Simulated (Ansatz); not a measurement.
# Phonons of SiNi (Pnma) against volume, part 3 of 3

Aim: how do the optical modes of SiNi (Pnma) move with volume?

Ansatz 0.2.0; DFT LDA, scalar-relativistic, plane waves, PAW; PAW set soft_1.

So far, highest optical mode at the zone centre (no LO-TO term) (cm⁻¹): step 5 (zone-centre response at rest) 424; step 7 (volume ratio 1.06) 391.

## 9. Zone-centre modes of the member: 0.9 times the volume at rest

The zone-centre modes follow for 0.9 times the volume at rest.

input.yaml

```yaml
crystal:
  lattice:
    - [4.842080721, 0.0, 0.0]
    - [0.0, 3.3225120351, 0.0]
    - [0.0, 0.0, 5.1541081134]
  atoms:
    - { symbol: Si, position: [0.3271092369, 0.75, 0.0975034712] }
    - { symbol: Si, position: [0.1728907631, 0.25, 0.5975034712] }
    - { symbol: Si, position: [0.8271092369, 0.75, 0.4024965288] }
    - { symbol: Si, position: [0.6728907631, 0.25, 0.9024965288] }
    - { symbol: Ni, position: [0.015049531, 0.25, 0.181881157] }
    - { symbol: Ni, position: [0.484950469, 0.75, 0.681881157] }
    - { symbol: Ni, position: [0.515049531, 0.25, 0.318118843] }
    - { symbol: Ni, position: [0.984950469, 0.75, 0.818118843] }
kpoints:
  mp_grid: { grid: [8, 12, 8] }
hamiltonian:
  xc: lda
  pseudopotentials: { kind: paw, azcp: { folder: soft_1 }, xc_functional: pbe }
scf:
  occupations: { method: methfessel_paxton, width: 0.2 }
output:
  eigenvalues: true
phonons:
  method: dfpt
```

On the command line:

```console
> ansatz run input.yaml --threads 8 --pin off --max-ram 16384MiB --backend cpu --events-out ev --progress --plain --runs-dir out
```

Numbers of over 12 decimals in the logs are rounded to 6 here.

The program printed:

```text
[...]
Crystal: 8 atoms, lattice volume = 82.919 Å³
Basis set: ecut = 420 eV, 1615 PW (Γ), exchange–correlation on 72×48×72 points (8 copies of the dense FFT grid, shifted against one another)
Bands: 53, of which v1, the nominal top of the filled ones, is band 44 counted from 1 (43 counted from 0)
Symmetry: 8 space group operations
k-points: 238 of 768 (irreducible under 2 space group operations, time reversal used)
[...]
k-point 1: bands = [... 40 lower, 15.7086, 15.9715, 16.2054, 16.5246, 18.4990, 19.6353, 20.3418, 21.2113, ... 5 higher]
  k-point 2: bands = [... 40 lower, 16.0618, 16.1160, 16.3907, 16.4567, 18.9349, 19.6394, 20.1670, 21.3768, ... 5 higher]
  k-point 237: bands = [... 40 lower, 15.1441, 15.1441, 15.1441, 15.1441, 20.7681, 20.7681, 20.7681, 20.7681, ... 5 higher]
[...]
ASR residual: 8.614e-6 → 0.000e0 eV/Å²; symmetrization residual: 1.218e-6 eV/Å²
[...]
[key lines of the parts left out:]
SCF converged after 12 iterations
Free energy (F): -25532.385818 eV
Fermi energy:    17.431523 eV
```

It took 2 min on 8 threads of Arm Neoverse V2, shared host; peak memory 3.4 GiB; 15 min of CPU time.

Numbers from this step:

```
sum-rule residual before enforcement                    : 8.61e-6 eV/Å²
highest optical mode at the zone centre (no LO-TO term) : 471.0 cm⁻¹
lowest optical zone-centre mode                         : 183.5 cm⁻¹
```

Patterns of degenerate modes are one choice out of their space. Modes at Γ, with each element's share of the kinetic energy:

```csv
mode,frequency (cm⁻¹),symmetry,Si %,Ni %
1,0.0,acoustic,32,68
2,0.0,acoustic,32,68
3,0.0,acoustic,32,68
4,183.5,B1g,29,71
5,204.8,B3u,12,88
6,213.0,Au,5,95
7,236.3,Ag,10,90
8,264.4,B3g,7,93
9,266.1,B2g,39,61
10,271.0,Ag,21,79
11,272.6,B1u,59,41
12,323.2,B2g,1,99
13,342.2,B1u,35,65
14,348.3,Ag,98,2
15,350.6,B3u,70,30
16,375.0,Au,95,5
17,408.7,B3g,93,7
18,413.5,B2g,71,29
19,418.2,B2u,68,32
20,430.4,Ag,72,28
21,452.4,B1g,71,29
22,458.6,B1u,74,26
23,459.4,B3u,86,14
24,471.0,B2g,89,11
```

The lowest optical mode is real, 184 cm⁻¹, and the highest lies at 471.0 cm⁻¹.

Between step 5 and this run (volume ratio 0.9) the value for the highest optical mode at the zone centre (no LO-TO term) moves from 424 cm⁻¹ to 471 cm⁻¹ (+11 %).

## 10. All members side by side

The members are set side by side, also those not shown above.

Each row is one cell with its response, relaxed at fixed volume as far as symmetry leaves anything free; energies are extrapolated to zero smearing, and E0 is that at rest; shape and atoms are relaxed in each cell where symmetry leaves them free; all runs use 8×12×8 k points and Methfessel-Paxton smearing of 0.2 eV. State of the crystal along the series:

| volume ratio | V (Å³/atom) | pressure (GPa) | E - E0 (meV/atom) | first cell vector (Å) | third cell vector (Å) |
| --- | --- | --- | --- | --- | --- |
| 0.9 | 10.37 | 24.9 | 82.73 | 4.842 | 5.154 |
| 0.92 | 10.6 | 18.99 | 51.29 | 4.887 | 5.232 |
| 0.94 | 10.82 | 13.58 | 27.92 | 4.932 | 5.305 |
| 0.96 | 11.06 | 8.607 | 11.99 | 4.973 | 5.367 |
| 0.98 | 11.29 | 4.081 | 2.903 | 5.009 | 5.422 |
| 0.99 | 11.4 | 1.986 | 0.7177 | 5.027 | 5.448 |
| 1 | 11.52 | 3.97e-4 | 0 | 5.043 | 5.473 |
| 1.02 | 11.75 | -3.663 | 2.66 | 5.075 | 5.522 |
| 1.04 | 11.98 | -6.943 | 10.31 | 5.105 | 5.569 |
| 1.06 | 12.21 | -9.877 | 22.41 | 5.134 | 5.615 |

Each mode is tracked from rest by its pattern, and modes that stay within 0.3 cm⁻¹ of each other stand once; the 10 lowest of 21 levels; shape and atoms are relaxed in each cell where symmetry leaves them free; all runs use 8×12×8 k points and Methfessel-Paxton smearing of 0.2 eV. Optical modes along the series:

| V (Å³/atom) | mode 4 B1g (cm⁻¹) | mode 5 Au (cm⁻¹) | mode 6 B3u (cm⁻¹) | mode 7 B3g (cm⁻¹) | mode 8 Ag (cm⁻¹) | mode 9 Ag (cm⁻¹) | mode 10 B1u (cm⁻¹) | mode 11 B2g (cm⁻¹) | mode 12 B2g (cm⁻¹) | mode 13 B1u (cm⁻¹) |
| --- | --- | --- | --- | --- | --- | --- | --- | --- | --- | --- |
| 10.37 | 183.5 | 213 | 204.8 | 264.4 | 236.3 | 271 | 272.6 | 266.1 | 323.2 | 342.2 |
| 10.6 | 178 | 206.1 | 202.4 | 252.8 | 232.4 | 261.9 | 263.3 | 260.1 | 312.4 | 332.8 |
| 10.82 | 172.9 | 199.1 | 203 | 241.4 | 227.6 | 252.8 | 254.6 | 254.2 | 301.5 | 322.9 |
| 11.06 | 167.7 | 191.8 | 201.7 | 230.1 | 222.1 | 243.8 | 246.7 | 248.4 | 290.5 | 312.5 |
| 11.29 | 162.6 | 184.4 | 198.4 | 219.1 | 216.2 | 235 | 239.5 | 243.1 | 279.6 | 302 |
| 11.4 | 160.2 | 180.8 | 196.4 | 213.7 | 213.2 | 230.8 | 236.1 | 240.6 | 274.2 | 296.8 |
| 11.52 | 157.7 | 177.2 | 194.2 | 208.4 | 210.2 | 226.6 | 232.8 | 238.1 | 268.9 | 291.6 |
| 11.75 | 153 | 170 | 189.6 | 198 | 204.1 | 218.4 | 226.4 | 233.4 | 258.5 | 281.5 |
| 11.98 | 148.4 | 163.1 | 184.8 | 188 | 198.1 | 210.4 | 220.2 | 228.9 | 248.5 | 271.6 |
| 12.21 | 144.1 | 156.3 | 179.8 | 178.4 | 192 | 202.7 | 214.3 | 224.6 | 238.8 | 262.1 |

From cubic fits (parabolas where under five rows exist) of ln ω and P against ln V through the rows within about 4 % of rest: γ = −d ln ω / d ln V and dω/dP = γ ω / B. Slopes at rest:

| mode | fitted frequency at rest (cm⁻¹) | Grüneisen parameter γ | dω/dP (cm⁻¹/GPa) |
| --- | --- | --- | --- |
| mode 4 B1g | 157.7 | 1.53 | 1.25 |
| mode 5 Au | 177.2 | 2.03 | 1.86 |
| mode 6 B3u | 194.2 | 1.15 | 1.15 |
| mode 7 B3g | 208.4 | 2.52 | 2.72 |
| mode 8 Ag | 210.2 | 1.44 | 1.57 |
| mode 9 Ag | 226.6 | 1.84 | 2.15 |
| mode 10 B1u | 232.8 | 1.4 | 1.69 |
| mode 11 B2g | 238.1 | 1.01 | 1.24 |
| mode 12 B2g | 268.9 | 1.96 | 2.73 |
| mode 13 B1u | 291.7 | 1.76 | 2.65 |
| mode 14 Ag | 302.8 | 1.7 | 2.67 |
| mode 15 B3u | 307.3 | 1.57 | 2.49 |
| mode 16 Au | 311.1 | 1.73 | 2.79 |

## 11. Results

```json
{"members": "10", "highest optical mode at the zone centre (no LO-TO term), at rest": "424 cm⁻¹", "bulk modulus at rest": "193 GPa", "mode 13 B1u, γ": "1.76", "mode 14 Ag, γ": "1.70", "mode 15 B3u, γ": "1.57", "mode 16 Au, γ": "1.73"}
```

What this shows: The series spans -9.9 to 24.9 GPa, and the slope at rest gives a bulk modulus of 193 GPa. Among the modes in the table of slopes γ runs from 1.01 (mode 11 B2g) to 2.52 (mode 7 B3g). One k mesh and one cutoff serve the ground states and modes of all volumes. These are harmonic frequencies at zero temperature: anharmonic shifts, linewidths and thermal expansion are left out. With no gap, or one that is small against the smearing, the frequencies hang on the k mesh and the smearing, most of all near Kohn anomalies. The runs are without spin polarisation, although Ni often carries a moment. The PAW files were made for PBE; the program adapts parts of them to the functional of the run, but their partial waves stay those of PBE, an approximation that was not tested in this session. Only the zone centre was solved, so an instability at another wavevector cannot show here.

[Logs are printed without paths, hosts, clocks, repeated set-up lines and the standing remarks that a program may print on its own settings, such as how far it seeks lower states.]

[Hosts, paths, dates, database ids (printed as entryN), source tags and the programs' standing remarks are cut or masked in the printed files.]
